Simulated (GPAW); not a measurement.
# Optical response of Si2W

Aim: the dielectric function of Si2W, and the optical constants that follow from it.

Program: GPAW 26.7.0. Level of theory: DFT, LDA, plane-wave PAW (GPAW data sets), scalar-relativistic, RPA, optical limit. Results are calculated unless marked as measured.

## Step 1: The structure

Symmetry: I4/mmm, No. 139, tetragonal system. Conventional cell: a = 3.214 Å, b = 3.214 Å, c = 7.830 Å, α = 90.00°, β = 90.00°, γ = 90.00°. Nearest to W lie 10 Si at 2.62 Å. Si has 5 Si at 2.59 to 2.63 Å and 5 W at 2.62 Å nearest. Farther neighbours are not listed.

## Step 2: Ground state

The self-consistent density comes first; it also tells whether there is a gap, which decides the occupations and the need for a Drude term.

This step: DFT, LDA, plane-wave PAW (GPAW data sets), scalar-relativistic, ground state (GPAW 26.7.0).

gs.py reads:

```python
from ase import Atoms
from ase.dft.bandgap import bandgap
from gpaw import GPAW, PW, FermiDirac

atoms = Atoms(['W', 'Si', 'Si'],
              cell=[[-1.606900000000, 1.606900000000, 3.914950000000],
                    [1.606900000000, -1.606900000000, 3.914950000000],
                    [1.606900000000, 1.606900000000, -3.914950000000]],
              scaled_positions=[[0.000000000000, 0.000000000000, 0.000000000000],
                                [0.665300000000, 0.665300000000, 0.000000000000],
                                [0.334700000000, 0.334700000000, 0.000000000000]],
              pbc=[True, True, True])
atoms.calc = GPAW(mode=PW(500), xc='LDA', kpts={'size': (10, 10, 10), 'gamma': True},
                  occupations=FermiDirac(0.05), maxiter=150, txt='gs.txt')
print('energy (eV)', atoms.get_potential_energy())
print('Fermi level (eV)', atoms.calc.get_fermi_level())
print('valence electrons', atoms.calc.get_number_of_electrons())
print('gap (eV)', bandgap(atoms.calc, output=None)[0])
print('direct gap (eV)', bandgap(atoms.calc, direct=True, output=None)[0])
atoms.calc.write('gs.gpw')
```

Command:

```
> OMP_NUM_THREADS=1 python gs.py
```

Numbers of over 12 decimals in the logs are rounded to 6 here.

The program printed:

```text
__  _  _
 | _ |_)|_||  |
 |__||  | ||/\| - 26.7.0

Versions:
  Python: 3.12.14
  ASE:    3.29.0
  Numpy:  2.5.5
  Scipy:  1.18.1
  Libxc:  7.0.0

Input parameters:
  mode=PW(ecut=500.0),
  kpts=MonkhorstPack(size=(10, 10, 10), gamma=True),
  maxiter=150,
  occupations=Occupations(name='fermi-dirac', width=0.05, fixmagmom=False),
  xc=XC(name='LDA')

Diagonalizing LCAO Hamiltonian
Converting LCAO to pw mode

       Si

       Si

       W

Atoms  # Å, Bohr magnetons
|   | symbol |         x |         y |        z |    initial magnetic moments |
| 0 |      W |  0.000000 |  0.000000 | 0.000000 | ( 0.0000,  0.0000,  0.0000) |
| 1 |     Si | -0.000000 |  0.000000 | 5.209232 | ( 0.0000,  0.0000,  0.0000) |
| 2 |     Si |  0.000000 | -0.000000 | 2.620668 | ( 0.0000,  0.0000,  0.0000) |

Unit cell  # Å
| periodic |         x |         y |         z |  lengths |     angles |
|      yes | -1.606900 |  1.606900 |  3.914950 | 4.526708 | 138.415317 |
|      yes |  1.606900 | -1.606900 |  3.914950 | 4.526708 | 138.415317 |
|      yes |  1.606900 |  1.606900 | -3.914950 | 4.526708 |  60.267513 |

Number of symmetries: 16
Symmetry operations  # r_c * U_cc + t_c -> r_c
|    | kind |            matrix            |
|  0 |  σ   |  1, 1, 1,  0, 0,-1,  0,-1, 0 |
|  1 |  C4  |  1, 1, 1,  0, 0,-1, -1, 0, 0 |
|  2 |  E   |  1, 0, 0,  0, 1, 0,  0, 0, 1 |
|  3 |  σ   |  1, 0, 0,  0, 1, 0, -1,-1,-1 |
|  4 |  σ   |  0, 1, 0,  1, 0, 0,  0, 0, 1 |
|  5 |  C2  |  0, 1, 0,  1, 0, 0, -1,-1,-1 |
|  6 |  C2  |  0, 0, 1, -1,-1,-1,  1, 0, 0 |
|  7 |  S4  |  0, 0, 1, -1,-1,-1,  0, 1, 0 |
|  8 |  C4  |  0, 0,-1,  1, 1, 1,  0,-1, 0 |
|  9 |  σ   |  0, 0,-1,  1, 1, 1, -1, 0, 0 |
| 10 |  σ   |  0,-1, 0, -1, 0, 0,  1, 1, 1 |
| 11 |  C2  |  0,-1, 0, -1, 0, 0,  0, 0,-1 |
| 12 |  C2  | -1, 0, 0,  0,-1, 0,  1, 1, 1 |
| 13 |  i   | -1, 0, 0,  0,-1, 0,  0, 0,-1 |
| 14 |  S4  | -1,-1,-1,  0, 0, 1,  1, 0, 0 |
| 15 |  C2  | -1,-1,-1,  0, 0, 1,  0, 1, 0 |

BZ-sampling:
  Number of BZ points: 1000
  Number of IBZ points: 102

  Monkhorst-Pack size: [10, 10, 10]
  Monkhorst-Pack shift: [0.05, 0.05, 0.05]

K-points  # in reciprocal-cell coordinates
|     |                                coordinates |     weight |
|   0 | (  0.00000000,   0.00000000,   0.00000000) | 0.00100000 |
|   1 | (  0.10000000,  -0.10000000,   0.00000000) | 0.00400000 |
|   2 | (  0.10000000,  -0.10000000,   0.10000000) | 0.00400000 |
|   3 | (  0.10000000,   0.00000000,   0.00000000) | 0.00800000 |
|   4 | (  0.10000000,   0.10000000,  -0.10000000) | 0.00200000 |
|   5 | (  0.20000000,  -0.20000000,   0.00000000) | 0.00400000 |
|   6 | (  0.20000000,  -0.20000000,   0.10000000) | 0.00800000 |
|   7 | (  0.20000000,  -0.20000000,   0.20000000) | 0.00400000 |
|   8 | (  0.20000000,  -0.10000000,   0.00000000) | 0.01600000 |
|   9 | (  0.20000000,  -0.10000000,   0.10000000) | 0.00800000 |
| ... |                                            |            |
| 101 | (  0.50000000,   0.50000000,   0.50000000) | 0.00100000 |

Plane wave coefficients: 1042
Cutoff: 500.0 eV

Spin-components: 1 (collinear spins)
Bands:           18
Projectors:      16
Spin-degeneracy: 2
Datatype:        complex128

Parallelization:
  kpt:    1
  domain: 1
  band:   1

Density:
  Valence electrons: 22.0
  Components: 1
  Grid points: [24 24 24]
  Charge: 0.0  # |e|

Potential:
  Grid points: [24 24 24]

species:
  W:
    name:    Tungsten
    id:
    Z:       74.0
    valence: 14
    core:    60
    charge:  0.0  # [|e|]
    compensation charges:
      type: gauss
      rc: 0.40  # [Å]
      lmax: 2
    cutoffs:
      filter: 2.36  # [Å]
      core: 3.02  # [Å]
    projectors
    | kind |    occ | energy [eV] | rcut [Å] |
    |   5s |  2.000 |     -79.053 |    1.344 |
    |   6s |  2.000 |      -5.886 |    1.344 |
    |   5p |  6.000 |     -43.417 |    1.355 |
    |   6p |  0.000 |      -1.469 |    1.355 |
    |   5d |  4.000 |      -4.693 |    1.228 |
    |    d |        |      22.518 |    1.228 |

    Using partial waves for W as LCAO basis

  Si:
    name:    Silicon
    id:
    Z:       14.0
    valence: 4
    core:    10
    charge:  0.0  # [|e|]
    compensation charges:
      type: gauss
      rc: 0.33  # [Å]
      lmax: 2
    cutoffs:
      filter: 1.86  # [Å]
      core: 2.06  # [Å]
    projectors
    | kind |    occ | energy [eV] | rcut [Å] |
    |   3s |  2.000 |     -10.878 |    1.058 |
    |   3p |  2.000 |      -4.162 |    1.058 |
    |    s |        |      16.334 |    1.058 |
    |    p |        |      23.049 |    1.058 |
    |    d |        |       0.000 |    1.058 |

    Using partial waves for Si as LCAO basis

Reference energy: -454233.532580  # eV

eigensolver:
  PPCG
  Converge bands: occupied
  niter=2

density mixing:
  MSR1-Mixer
  Pratt-step length: 0.05
  Maximum mixing coefficient: 0.75
  Old densities: 10
  SVD Regularization: 0.005
  Good broyden scale: 1.0
  Trust region scale: 1.0
  Backstep threshold: 4.0
  History deletion threshold: 6.0
  Fourier metric: weight=20.0, sigma=0.015

occupation numbers:
  Fermi-Dirac:
    width: 0.0500  # eV

poisson solver:
  ecut: 4000.0  # eV

xc functional:
  name: None

convergence criteria:
- Maximum [total energy] change in last 3 cyles: 0.0005 eV / valence electron
- Maximum integral of absolute [dens]ity change: 0.0001 electrons / valence electron
- Maximum integral of absolute [eigenst]ate change: 4e-08 eV^2 / valence electron
maximum number of iterations: 150

SCF iterations
|iter     |      energy | eigst |  dens |
|iter:   1||  -26.053640 | +0.31 |       |
|iter:   2||  -26.047280 | -2.23 | -1.20 |
|iter:   3||  -25.951159 | -2.12 | -1.23 |
|iter:   4||  -25.955563 | -3.24 | -1.82 |
|iter:   5||  -25.956741c| -3.62 | -2.27 |
|iter:   6||  -25.956064c| -3.96 | -2.55 |
|iter:   7||  -25.956053c| -5.85 | -3.31 |
|iter:   8||  -25.956053c| -7.73c| -4.04c|

Converged in 8 steps
SCF loop duration: 42.708 s (5.339 s/step)
Energy contributions relative to reference atoms: (reference = -454233.532580)

Energy contributions:
  Kinetic:          19.227653
  Coulomb:         -15.357239
  Zero:             -0.120560
  External:          0.000000
  Xc:              -29.704180
  Entropy:          -0.003454
  Spinorbit:         0.000000
  ----------------------------
  Free energy:     -25.957780
  Extrapolated:    -25.956053

dipole moment: (-12.962619, -12.962619, 2.448846)  # |e|*Ang

Fermi level: 12.400
Eigenvalues  # (at kpt = [0.000, 0.000, 0.000])
| band index |      eig [eV] | occ [0-2] |
|          0 |       -61.201 |     2.000 |
|        ... |               |           |
|          2 |       -25.694 |     2.000 |
|          3 |       -25.694 |     2.000 |
|          4 |        -1.594 |     2.000 |
|          5 |         5.603 |     2.000 |
|          6 |         8.686 |     2.000 |
|          7 |         9.078 |     2.000 |
|          8 |         9.586 |     2.000 |
|          9 |         9.586 |     2.000 |
|         10 |        13.013 |     0.000 |
|         11 |        15.133 |     0.000 |
|         12 |        15.499 |     0.000 |
|         13 |        15.499 |     0.000 |
|         14 |        16.993 |     0.000 |
|         15 |        18.073 |     0.000 |
|         16 |        18.073 |     0.000 |
|         17 |        21.018 |     0.000 |

No gap
No difference between direct/indirect transitions

--- standard output ---
energy (eV) -25.956053
Fermi level (eV) 12.400079
valence electrons 22.0
gap (eV) 0.0
direct gap (eV) 0.0
```

It took 47 s on 1 thread of Arm Neoverse V1, shared host; peak memory 0.19 GiB.

Read-outs, printed or worked out from the files:

| Property | Result |
| --- | --- |
| energy | -25.96 eV |
| Fermi energy | 12.40 eV |
| electrons | 22 |

There are states at the Fermi level within the smearing, so the occupations stay smeared and the carriers get a Drude term.

## Step 3: Bands for the response

The response needs many more empty bands than the density does.

This step: DFT, LDA, plane-wave PAW (GPAW data sets), scalar-relativistic, bands at fixed density (GPAW 26.7.0).

nscf.py reads:

```python
from ase.dft.bandgap import bandgap
from gpaw import GPAW, FermiDirac

calc = GPAW('gs.gpw').fixed_density(kpts={'size': (13, 13, 13), 'gamma': True}, nbands=49, convergence={'bands': 43},
                                    occupations=FermiDirac(0.05), txt='nscf.txt')
print('gap (eV)', bandgap(calc, output=None)[0])
print('direct gap (eV)', bandgap(calc, direct=True, output=None)[0])
print('top band over the Fermi level (eV)', min(calc.get_eigenvalues(kpt=k)[42] for k in range(len(calc.get_ibz_k_points()))) - calc.get_fermi_level())
calc.write('full.gpw', mode='all')
```

Command:

```
> OMP_NUM_THREADS=1 python nscf.py
```

The program printed:

```text
Diagonalizing LCAO Hamiltonian
Converting LCAO to pw mode
convergence criteria:
- Maximum integral of absolute [eigenst]ate change: 4e-08 eV^2 / valence electron
maximum number of iterations: 150

SCF iterations
|iter     |      energy | eigst |  dens |
|iter:   1||             | +3.56 |       |
|iter:   2||             | +2.25 |       |
|iter:   3||             | +1.23 |       |
|iter:   4||             | -0.02 |       |
|iter:   5||             | -1.11 |       |
|iter:   6||             | -2.24 |       |
|iter:   7||             | -3.12 |       |
|iter:   8||             | -4.21 |       |
|iter:   9||             | -5.11 |       |
|iter:  10||             | -6.22 |       |
|iter:  11||             | -7.01 |       |
|iter:  12||             | -7.59c|       |
SCF steps: 12
  __  _  _
 | _ |_)|_||  |
 |__||  | ||/\| - 26.7.0

Versions:
  Python: 3.12.14
  ASE:    3.29.0
  Numpy:  2.5.5
  Scipy:  1.18.1
  Libxc:  7.0.0

Input parameters:
  mode=PW(ecut=500.0),
  convergence={'bands': 43},
  gpts=array([24, 24, 24]),
  kpts=MonkhorstPack(size=(13, 13, 13), gamma=True),
  maxiter=150,
  nbands=49,
  occupations=Occupations(name='fermi-dirac', width=0.05, fixmagmom=False),
  parallel={},
  xc=XC(name='LDA')

--- standard output ---
gap (eV) 0.0
direct gap (eV) 0.0
top band over the Fermi level (eV) 34.560753
```

The job ended after 5.1 min (1 thread; peak memory 0.37 GiB).

## Step 4: Dielectric function, RPA

Local fields let the induced charge screen the field inside the cell, which as a rule lowers ε, most along directions where the density is uneven.

This step: DFT, LDA, plane-wave PAW (GPAW data sets), scalar-relativistic, RPA, optical limit (GPAW 26.7.0).

df.py reads:

```python
from gpaw.response.df import DielectricFunction

df = DielectricFunction('full.gpw', frequencies={'type': 'nonlinear', 'domega0': 0.03, 'omega2': 8},
                        ecut=50,
                        eta=0.15,
                        nbands=43,
                        rate=0.05,
                        txt='df.txt')
for direction in ['x', 'z']:
    df.get_dielectric_function(xc='RPA', direction=direction, filename=f'df_{direction}.csv')
```

Command:

```
> OMP_NUM_THREADS=1 python df.py
```

The program printed:

```text
Using integrator: PointIntegrator
NonLinearFrequencyDescriptor(from 0.000 to 114.687 eV, 552 points)
Nonperiodic BCs:  [False False False]
Using integrator: PointIntegrator
NonLinearFrequencyDescriptor(from 0.000 to 114.687 eV, 552 points)
Nonperiodic BCs:  [False False False]
Using integrator: PointIntegrator

Calculating chi0 body with:
    Ground state adapter containing:
    Number of spins: 1
    Number of kpoints: 2197
    Number of irreducible kpoints: 196
    Number of completely occupied states: 9
    Number of partially occupied states: 12

    Linear response parametrization:
    q_c: [0.0, 0.0, 0.0]
    Number of frequency points: 552
    Planewave cutoff: 50.0
    Number of bands: 43
    Number of planewaves: 33
    Broadening (eta): 0.15

Integrating chi0 body.

Symmetries of q_c:
    Direct symmetries (Uq -> q): 16
    Indirect symmetries (TUq -> q): 0
In total 16 allowed symmetries.

196 groups of equivalent kpoints. 91.078744% reduction.

Integral kind: spectral function

Calculating chi0 optical extensions with:
    Ground state adapter containing:
    Number of spins: 1
    Number of kpoints: 2197
    Number of irreducible kpoints: 196
    Number of completely occupied states: 9
    Number of partially occupied states: 12

    Linear response parametrization:
    Number of frequency points: 552
    Planewave cutoff: 50.0
    Number of bands: 43
    Number of planewaves: 33
    Broadening (eta): 0.15
Integrating chi0 head and wings.

Symmetries of q_c:
    Direct symmetries (Uq -> q): 16
    Indirect symmetries (TUq -> q): 0
In total 16 allowed symmetries.

196 groups of equivalent kpoints. 91.078744% reduction.

Integral kind: spectral function wings

Calculating drude chi0 with:
    Number of frequency points:552
    Plasma frequency decay rate: 0.05 eV

    Ground state adapter containing:
    Number of spins: 1
    Number of kpoints: 2197
    Number of irreducible kpoints: 196
    Number of completely occupied states: 9
    Number of partially occupied states: 12

Symmetries of q_c:
    Direct symmetries (Uq -> q): 16
    Indirect symmetries (TUq -> q): 0
In total 16 allowed symmetries.

196 groups of equivalent kpoints. 91.078744% reduction.

Integral kind: intraband
Plasma frequency:
[[1.56+0.j 0.  +0.j 0.  +0.j]
 [0.  +0.j 1.56+0.j 0.  -0.j]
 [0.  +0.j 0.  -0.j 3.06-0.j]]
```

The job ended after 62 s (1 thread; peak memory 0.27 GiB).

Sum at mesh points, not converged in k. The Im ε by photon energy; read off at these points:

```
photon energy (eV)  E ∥ x  E ∥ z
              0.50   4.06   7.96
              1.00   2.66   2.81
              1.50   5.16   6.73
              2.00   6.63   14.9
              2.50   12.6   30.2
              2.86   15.6   35.9
              3.00   14.4   33.3
              3.50   16.4   21.5
              4.00   25.0   19.7
              4.50   23.6   19.7
              5.00   27.2   19.4
              5.08   27.3   19.0
              5.50   22.5   16.9
              6.00   20.1   17.2
              6.50   17.7   16.9
              7.00   12.4   15.6
              7.50   8.35   10.3
              8.00   6.14   7.22
              8.50   4.78   5.03
              9.00   3.63   3.73
              9.50   3.34   2.88
             10.00   2.75   2.26
             10.50   1.94   1.53
             11.00   1.71   1.41
             11.50   1.42   1.05
             12.00   1.37  0.919
             12.50   1.06  0.791
             13.00  0.966  0.656
             13.50  0.874  0.599
```

[end of part 1 of 2]

[Machine, clock and banner lines and Python warnings are left out of the logs.]

[Logs are printed without paths, hosts, clocks, repeated set-up lines and the standing remarks that a program may print on its own settings, such as how far it seeks lower states.]

[Hosts, paths, dates, database ids (printed as entryN), source tags and the programs' standing remarks are cut or masked in the printed files.]
